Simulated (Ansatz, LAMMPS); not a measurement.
# Structural relaxation of amorphous poly(phenylene vinylene) with methanol (capped chains of 2 units), from a frame at 400 K (168 atoms), part 3 of 3

Wanted: the relaxed structure of amorphous poly(phenylene vinylene) with methanol (capped chains of 2 units), from a frame at 400 K (168 atoms) and its electronic structure.

Ansatz 0.2.0; Kohn-Sham DFT, PBEsol, PAW (set soft_2), plane waves.

The cell: 76 C, 88 H and 4 O. The network of contacts between molecules at the start is that of the classical potential that made the cell. The functional has no dispersion term. The density was typed from a rule of thumb and may lie off the real one at this temperature. Only the Γ point is sampled, in a cell whose shortest periodic width is 12 Å.

So far. Step 4 (Relaxation): The relaxation changed the energy by -58.8 meV/atom, and atoms moved by 0.94 Å r.m.s., 2.2 Å at most.

**6. Single point at the relaxed geometry**

The electronic structure is read at the final geometry, in a run of its own.

Contents of input.yaml:

```yaml
crystal:
  lattice:
    - [12.095, 0.0, 0.0]
    - [0.0, 12.095, 0.0]
    - [0.0, 0.0, 12.095]
  atoms:
    - { symbol: C, position: [0.93313, 0.12629, 0.21796] }
    - { symbol: C, position: [0.8449, 0.07409, 0.28647] }
    - { symbol: C, position: [0.77683, 0.99123, 0.24329] }
    - { symbol: C, position: [0.69942, 0.93777, 0.30918] }
    - { symbol: C, position: [0.68581, 0.96555, 0.42114] }
    - { symbol: C, position: [0.75389, 0.04944, 0.46406] }
    - { symbol: C, position: [0.83081, 0.10256, 0.39795] }
    - { symbol: C, position: [0.60265, 0.90876, 0.48632] }
    - { symbol: C, position: [0.56704, 0.93801, 0.58813] }
    - { symbol: C, position: [0.48125, 0.8832, 0.65114] }
    - { symbol: C, position: [0.44565, 0.77468, 0.62859] }
    - { symbol: C, position: [0.35944, 0.72696, 0.68642] }
    - { symbol: C, position: [0.3028, 0.78622, 0.76935] }
    - { symbol: C, position: [0.34129, 0.89267, 0.79521] }
    - { symbol: C, position: [0.42888, 0.93957, 0.73807] }
    - { symbol: C, position: [0.20767, 0.74146, 0.82783] }
    - { symbol: C, position: [0.15311, 0.64818, 0.80191] }
    - { symbol: C, position: [0.05837, 0.60167, 0.86373] }
    - { symbol: H, position: [0.01152, 0.08024, 0.22781] }
    - { symbol: H, position: [0.91177, 0.12589, 0.12933] }
    - { symbol: H, position: [0.95042, 0.21206, 0.24311] }
    - { symbol: H, position: [0.78513, 0.9684, 0.15597] }
    - { symbol: H, position: [0.64679, 0.87325, 0.27343] }
    - { symbol: H, position: [0.74753, 0.07217, 0.5514] }
    - { symbol: H, position: [0.88255, 0.16771, 0.43386] }
    - { symbol: H, position: [0.56353, 0.83763, 0.4455] }
    - { symbol: H, position: [0.60175, 0.01244, 0.62679] }
    - { symbol: H, position: [0.4878, 0.72601, 0.5649] }
    - { symbol: H, position: [0.3362, 0.64171, 0.66651] }
    - { symbol: H, position: [0.3006, 0.93989, 0.861] }
    - { symbol: H, position: [0.45671, 0.02301, 0.75967] }
    - { symbol: H, position: [0.17828, 0.7903, 0.89868] }
    [... 130 atom lines left out ...]
    - { symbol: C, position: [0.14509, 0.12623, 0.47447] }
    - { symbol: O, position: [0.17933, 0.23398, 0.44115] }
    - { symbol: H, position: [0.06147, 0.10684, 0.44375] }
    - { symbol: H, position: [0.20327, 0.06669, 0.43816] }
    - { symbol: H, position: [0.1461, 0.11658, 0.5652] }
    - { symbol: H, position: [0.13588, 0.28909, 0.48177] }
kpoints:
  mp_grid: { grid: [1, 1, 1] }
hamiltonian:
  xc: pbesol
scf:
  occupations: { method: gaussian, width: 0.05 }
output:
  forces: true
  stress: true
  populations: true
  dos:
    method: { smearing: { sigma: 0.1 } }
    de: 0.1
    projected: { site_lists: { C: [C], H: [H], O: [O] } }
  eigenvalues: true
  write_density: true
  write_potential: true
  volumetric_format: npy
```

On the command line:

```
> ansatz run input.yaml --threads 4 --pin off --max-ram 8192MiB --backend cpu --events-out ev --progress --plain --runs-dir out
```

Numbers of over 12 decimals in the logs are rounded to 6 here.

Output:

```text
[...]
Crystal: 168 atoms, lattice volume = 1769.366 Å³
Basis set: ecut = 420 eV, 34505 PW (Γ), exchange–correlation on 162×162×162 points (8 copies of the dense FFT grid, shifted against one another)
Bands: 376, of which v1, the nominal top of the filled ones, is band 208 counted from 1 (207 counted from 0)
Symmetry: 1 space group operations
[...]
k-points: 1
[...]
SCF iter   1: F=—  HF=-22370.610348 eV  |F-HF|=—  |Δ(HF+E_count)|=         —  Δρ=4.85e-3  dr2=4.84e-1  ethr=1.77e-3  ⟨swp⟩=5.0  Hψ=1550  notcnv=0  defer=144
[...]
SCF iter  10: F=-22370.568724 eV  HF=-22370.568724 eV  |F-HF|=1.59e-8  |Δ(HF+E_count)|=   1.24e-7  Δρ=8.87e-7  dr2=1.62e-8  ethr=2.40e-11  ⟨swp⟩=21.0  Hψ=3535  notcnv=0
SCF 1 converged in 10 iterations: F = -22370.568724 eV  dr2 = 1.62e-8
[...]
WARN: The input density's exchange-correlation potential varies sharply where the density is thin. Do not read a vacuum level from v_tot or v_xc, or from such a field of the output density. On a cell that repeats whose density bears no net charge and no dipole along the vacuum's axis use v_es (v_loc + v_h of the components); [...]
SCF converged after 10 iterations
Free energy (F): -22370.568724 eV
[...]
Internal energy: -22370.568724 eV  (E = F + TS)
E sigma→0 (E₀):  -22370.568724 eV
Fermi energy:    1.280237 eV
[...]
--- Forces (eV/Å), atoms counted from 1 ---
  atom   1  C      0.01420261     0.00299589    -0.00670662
  atom   2  C     -0.00130735    -0.00065546     0.00347661
  atom   3  C      0.00109314    -0.00148231     0.00183792
  atom   4  C      0.00199079     0.00315702    -0.00280440
  atom   5  C      0.00343472     0.00266188     0.00579488
  atom   6  C     -0.01122985    -0.01015966    -0.00299938
  atom   7  C      0.00267304     0.00517427    -0.00810009
  atom   8  C      0.00191858    -0.00145141     0.00620576
  atom   9  C      0.00278405    -0.00430419     0.00418350
  atom  10  C      0.00286595    -0.00070467     0.00132917
  atom  11  C     -0.00254947    -0.00499800    -0.00033486
  atom  12  C      0.00263292     0.00262146    -0.00322587
  atom  13  C     -0.00025367     0.00156570     0.00048693
  atom  14  C     -0.00264034    -0.00255189     0.00083683
[...]
atom 167  H      0.00530694    -0.00457575     0.02279456
  atom 168  H     -0.01080448     0.01527932     0.00807621
  max |Σ_I F_I| component: 9.78e-5 eV/Å
--- Stress (GPa, compression-positive) ---
        0.332533      -0.003274       0.046208
       -0.003274       0.200701      -0.140516
        0.046208      -0.140517       0.329516
  P = ⅓ Tr σ = 0.2876 GPa (2.876 kbar)
--- Band table (eV) ---
[...]
--- Löwdin populations: 168 sites ---
  site symbol       q [e]
     0      C      4.4734
     1      C      3.9284
     2      C      4.1492
[...]
167      H      0.6017
  spilling = 0.011627 (of n_electrons = 416.000000)
```

It took 30 s on 4 threads of Arm Neoverse V2, shared host; peak memory 2.1 GiB.

The program notes that the exchange-correlation potential is rough where the density is thin.

Read from the output:

```yaml
free_energy: -22370.5687 eV
free_energy_per_atom: -133.1581 eV/atom
scf_cycles: 10
pressure: 0.2876 GPa
r_m_s_force_component: 0.00724 eV/Å
longest_force: 0.05045 eV/Å
fermi_energy: 1.28 eV
spacing_of_highest_filled_and_lowest_empty_level: 2.17 eV
spilling_of_the_projection: 0.01163
```

Löwdin charges by element and coordination (they lack the spilled electrons, 0.029 e an atom on average):

| element | coordination | atoms | mean charge (e) | spread | least | most |
| --- | --- | --- | --- | --- | --- | --- |
| C | all | 76 | -0.138 | 0.138 | -0.477 | 0.0716 |
| C | 3 | 64 | -0.0907 | 0.0786 | -0.167 | 0.0716 |
| C | 4 | 12 | -0.391 | 0.109 | -0.477 | -0.231 |
| H | all | 88 | 0.197 | 0.0418 | 0.157 | 0.398 |
| O | all | 4 | -0.505 | 0.0231 | -0.537 | -0.473 |

Density of states as counts of states in windows of 1 eV (from the Fermi level), total and the larger projections:

```
from (eV)  to (eV)  total   C p   H s   C s
      -18      -17   15.1   2.3   1.1  11.5
      -17      -16   10.7   2.1   1.0   7.4
      -16      -15   13.5   3.4   1.5   8.5
      -15      -14   23.9   6.5   2.9  14.1
      -14      -13    9.9   2.9   1.9   4.5
      -13      -12   14.1   2.9   3.4   6.3
      -12      -11   22.6  11.8   3.3   7.1
      -11      -10   11.6   6.3   1.9   3.2
      -10       -9   16.3   8.7   3.5   2.9
       -9       -8   23.5  14.7   4.3   1.2
       -8       -7   32.9  22.7   6.4   2.8
       -7       -6   64.5  44.0  14.2   1.3
       -6       -5   42.1  32.4   8.4   0.6
       -5       -4   49.1  34.8  11.2   0.3
       -4       -3   17.6  13.4   2.4   0.0
       -3       -2   30.3  22.9   1.5   0.0
       -2       -1    9.5   8.7   0.4   0.0
       -1        0    0.1   0.1   0.0   0.0
        0        1    0.7   0.7   0.0   0.0
        1        2    7.8   7.2   0.2   0.0
        2        3   24.8  21.3   1.2   0.4
        3        4   20.9   8.8   5.1   1.6
        4        5   32.9   9.6   8.8   2.8
```

Between -23 and -18 eV lie 9 more states.

The levels nearest the highest filled one (over half full), pooled over k-points and spins:

```csv
level less the highest filled one (eV),occupation
-0.980,2
-0.832,2
-0.186,2
-0.175,2
-0.0977,2
0,2
2.17,0
2.22,0
2.35,0
2.50,0
3.18,0
3.27,0
```

Electrostatic potential energy in the bc plane at fractional x = 0.171, with atoms of H and C and O within 0.2 Å of it. With pseudopotentials it is smooth inside the atoms' cores, unlike the true potential.

Ten even steps from '0' (-45 eV) to '9' (6 eV), each cell a mean:
```
9987646899999999999999999999999999
9998645789999999999999999976899999
9999862279999999999999998732899999
9999962257899999999985454247999999
9999997610379999999960014358999999
9999999610279999999853358889999999
9999999976789999999725899999999999
9999999999998889999989999999999999
9999999999998647999999999999999999
9998799999998778999999999999889999
9997589999999999999999999997558999
9985358888899999999999999983004899
9872014213789999999999999984116999
9866464002899999999999999997678999
9999998768999999998999999997679999
9999999999999999842489999984358999
9999999999999998600179999950017999
9999999999999852343589999973248999
8899999999998720168999999987789999
8889999999987765789999999987789999
9888999999888999999999999983489999
9875689999999999999999999985699999
9820059999999999999999999999999999
9840168999999999999999999999999999
```
Columns run along b (12.1 Å; values clipped at the 3rd and 97th percentile), rows up along c (12.1 Å). Atoms in or near the plane, at fractional coordinates: H at (0.79, 0.90), H at (0.60, 0.73), C at (0.53, 0.31), C at (0.83, 0.30), C at (0.84, 0.50), H at (0.81, 0.12), C at (0.10, 0.04), C at (0.27, 0.78), O at (0.23, 0.44).

Valence density in the bc plane at fractional x = 0.171, with atoms of H and C and O within 0.2 Å of it. It is the smooth field of the valence electrons, not physical close to the nuclei.

Values in e/Å³, 13 rows by 16 columns, each cell a mean:
```
0.1 0.5 1.2 0.7 0.1 0.0 0.0 0.0 0.0 0.0 0.0 0.1 0.2 0.1 0.0 0.0
0.0 0.1 1.0 1.4 0.5 0.1 0.0 0.0 0.0 0.2 0.5 0.7 1.2 0.3 0.0 0.0
0.0 0.0 0.3 1.2 1.6 0.5 0.0 0.0 0.1 0.7 1.7 1.5 0.7 0.1 0.0 0.0
0.0 0.0 0.0 0.3 0.8 0.4 0.1 0.1 0.1 0.8 0.7 0.2 0.1 0.0 0.0 0.0
0.0 0.0 0.0 0.0 0.1 0.3 1.1 0.5 0.0 0.0 0.0 0.0 0.0 0.1 0.0 0.0
0.0 0.5 0.5 0.1 0.1 0.1 0.4 0.2 0.0 0.0 0.0 0.0 0.2 0.8 0.3 0.0
0.2 1.1 1.3 1.8 1.5 0.2 0.0 0.0 0.0 0.0 0.0 0.0 0.5 1.7 0.7 0.1
0.2 0.8 0.7 3.2 2.2 0.1 0.0 0.1 0.1 0.1 0.0 0.0 0.4 1.0 0.4 0.0
0.0 0.0 0.0 0.1 0.1 0.0 0.1 0.5 1.3 0.9 0.1 0.1 0.7 1.4 0.4 0.0
0.1 0.0 0.0 0.0 0.0 0.2 0.8 1.5 1.4 0.5 0.1 0.1 0.7 1.3 0.3 0.0
0.4 0.3 0.1 0.0 0.1 0.5 1.0 1.0 0.3 0.0 0.0 0.1 0.6 0.7 0.1 0.1
0.3 0.9 0.4 0.1 0.1 0.2 0.1 0.1 0.0 0.0 0.0 0.0 0.4 0.6 0.1 0.0
0.3 1.5 1.2 0.2 0.0 0.0 0.0 0.0 0.0 0.0 0.0 0.0 0.0 0.0 0.0 0.0
```
Columns run along b (12.1 Å), rows up along c (12.1 Å). Atoms in or near the plane, at fractional coordinates: H at (0.79, 0.90), H at (0.60, 0.73), C at (0.53, 0.31), C at (0.83, 0.30), C at (0.84, 0.50), H at (0.81, 0.12), C at (0.10, 0.04), C at (0.27, 0.78), O at (0.23, 0.44).

Mean Löwdin charges: C -0.14, H +0.20, O -0.51 e (they miss 1.2 % of the electrons, so they add up to more than the cell's charge). The largest share in the top eV of filled states is C p (90 % of the projected weight), and in the lowest eV of empty states C p (96 % of the projected weight).

A closer look about O152, one of the 4 O atoms: 9 atoms, nearest first, numbered in the order of the input, with positions taken from that point.

```csv
atom,x,y,z,distance (Å),bonds,Löwdin charge (e)
O152,0.00,0.00,0.00,0.00,2,-0.51
H156,-0.10,0.94,0.25,0.98,1,0.39
C151,-1.30,-0.53,-0.18,1.42,4,-0.24
H155,-1.19,-1.56,-0.57,2.04,1,0.21
H153,-1.87,-0.57,0.77,2.10,1,0.17
H154,-1.89,0.06,-0.91,2.10,1,0.17
H134,2.39,0.21,-0.66,2.48,1,0.19
H136,1.01,0.77,-2.15,2.50,1,0.20
H20,0.68,-0.28,2.41,2.52,1,0.20
```

The column of bonds counts only the pairs H-C within 1.34 Å, H-O within 1.21 Å, C-C within 1.85 Å, C-O within 1.73 Å; other neighbours, such as metal atoms beside each other in a compound, aren't counted, and periodic images can show an atom twice.

**7. Other settings**

Changed here: basis.ecutrho_ratio = 9, scf.mixing.algorithm = "anderson", scf.mixing.beta = 0.9 and total_charge = 1.

input.yaml, as its differences from that of step 6:

```diff
@@ -6,3 +6,3 @@
   atoms:
-    [... the 168 atom lines of step 6 ...]
+    [... the 168 atom lines of step 3 ...]
 kpoints:
@@ -13,2 +13,3 @@
   occupations: { method: gaussian, width: 0.05 }
+  mixing: { algorithm: anderson, beta: 0.9 }
 output:
@@ -22,4 +23,4 @@
   eigenvalues: true
-  write_density: true
-  write_potential: true
-  volumetric_format: npy
+total_charge: 1
+basis:
+  ecutrho_ratio: 9
```

Output:

```text
[...]
Crystal: 168 atoms, lattice volume = 1769.366 Å³
Basis set: ecut = 420 eV, 34505 PW (Γ), exchange–correlation on 250×250×250 points (8 copies of the dense FFT grid, shifted against one another)
Bands: 376, of which v1, the nominal top of the filled ones, is band 208 counted from 1 (207 counted from 0)
Symmetry: 1 space group operations
[...]
k-points: 1
[...]
SCF iter   1: F=—  HF=-22361.126003 eV  |F-HF|=—  |Δ(HF+E_count)|=         —  Δρ=5.78e-3  dr2=1.27e0  ethr=1.77e-3  ⟨swp⟩=6.0  Hψ=1758  notcnv=0  defer=63
[...]
SCF iter  22: F=—  HF=-22360.829586 eV  |F-HF|=—  |Δ(HF+E_count)|=   4.97e-8  Δρ=1.43e-6  dr2=1.01e-7  ethr=6.62e-11  ⟨swp⟩=3.0  Hψ=420  notcnv=0  defer=164  κ⁻¹=1.4e-3(r=7)
SCF iter  23: F=-22360.829586 eV  HF=-22360.829586 eV  |F-HF|=3.52e-8  |Δ(HF+E_count)|=   1.06e-8  Δρ=1.03e-6  dr2=3.98e-8  ethr=2.41e-11  ⟨swp⟩=16.0  Hψ=2516  notcnv=0
SCF 1 converged in 23 iterations: F = -22360.829586 eV  dr2 = 3.98e-8
[...]
SCF converged after 23 iterations
Stability not checked: this state was not tested for a lower state beside it, because the mixer in use, unlike msr1, does not test its closes by its own steps (another_mixer; see scf.mixing.algorithm and scf.lower_state_search)
Free energy (F): -22360.829586 eV
[...]
Internal energy: -22360.791510 eV  (E = F + TS)
E sigma→0 (E₀):  -22360.810548 eV
Entropy (-TS):   -0.038076 eV (-0.227 meV/atom)
Fermi energy:    -0.011602 eV
[...]
Σ components = -22360.829586   (vs F -22360.829586, Δ=0.00e0)
--- Forces (eV/Å), atoms counted from 1 ---
  atom   1  C     -0.47391734    -2.18265288    -0.09266675
  atom   2  C      1.51752129    -0.29282923     0.14693452
  atom   3  C     -0.50220397     0.26037333     0.27321552
  atom   4  C     -0.02162297     0.40985110    -0.99560491
[...]
atom 168  H      0.24656404     0.55822626     0.16940957
  max |Σ_I F_I| component: 1.60e-4 eV/Å
--- Stress (GPa, compression-positive) ---
        4.248673      -0.462536       0.233445
       -0.462536       1.435923       0.363567
        0.233446       0.363567       4.334512
  P = ⅓ Tr σ = 3.3397 GPa (33.397 kbar)
--- Band table (eV) ---
[...]
--- Löwdin populations: 168 sites ---
  site symbol       q [e]
     0      C      4.4821
     1      C      3.9066
     2      C      4.1454
[...]
167      H      0.6073
  spilling = 0.012023 (of n_electrons = 415.000000)
```

Elapsed: 64 s, on 4 threads; peak memory 3.4 GiB; 4.1 min of CPU time.

Geometry and reference: those of the single point at the start.

Forces differ from those of the single point at the start by 93 meV/Å r.m.s., 8.5 % of their size. It took 2.3 times the reference's time (shared host, so rough).

**8. Summary of results**

- energy change in the relaxation: -58.78 meV/atom
- r.m.s. displacement: 0.943 Å
- largest displacement: 2.241 Å
- free energy per atom: -133.1581 eV/atom
- pressure: 0.2876 GPa
- r.m.s. force component: 0.00724 eV/Å
- gap (highest filled to lowest empty level): 2.17 eV
- wall time of the 4 DFT runs: 10 min

**Reading.** Relaxation lowers the energy by 58.8 meV/atom and moves atoms by 0.94 Å r.m.s.; the r.m.s. force component goes from 1.1 to 0.0072 eV/Å, the pressure goes from 3.2 to 0.29 GPa, and the gap from 2.14 to 2.17 eV. By the final cutoffs no bond was broken or made. First to last step the energy falls by 9.875 eV; the largest move, 2.24 Å, is that of H159, with 1 other atom within 2 % of it. The C-O bonds change most in mean length: from 1.395 Å (spread 0.033) to 1.417 Å (spread 0.007). With the cutoffs above, 84 % of C atoms have 3, all H atoms have 1 and all O atoms have 2 bonded neighbours. The highest filled and lowest empty levels differ by 2.17 eV (at Γ alone); a semilocal functional tends to put such gaps too low. It is the spacing of short capped chains, not of the long polymer. In a disordered cell it changes from sample to sample, and tail or defect levels can set it.

**Limits.** The network of contacts between molecules at the start is that of the classical potential that made the cell; in DFT atoms moved by 0.94 Å r.m.s. Charged cells carry a uniform neutralising background, with no correction for images.

[Logs are printed without paths, hosts, clocks, repeated set-up lines and the standing remarks that a program may print on its own settings, such as how far it seeks lower states.]

[Hosts, paths, dates, database ids (printed as entryN), source tags and the programs' standing remarks are cut or masked in the printed files.]
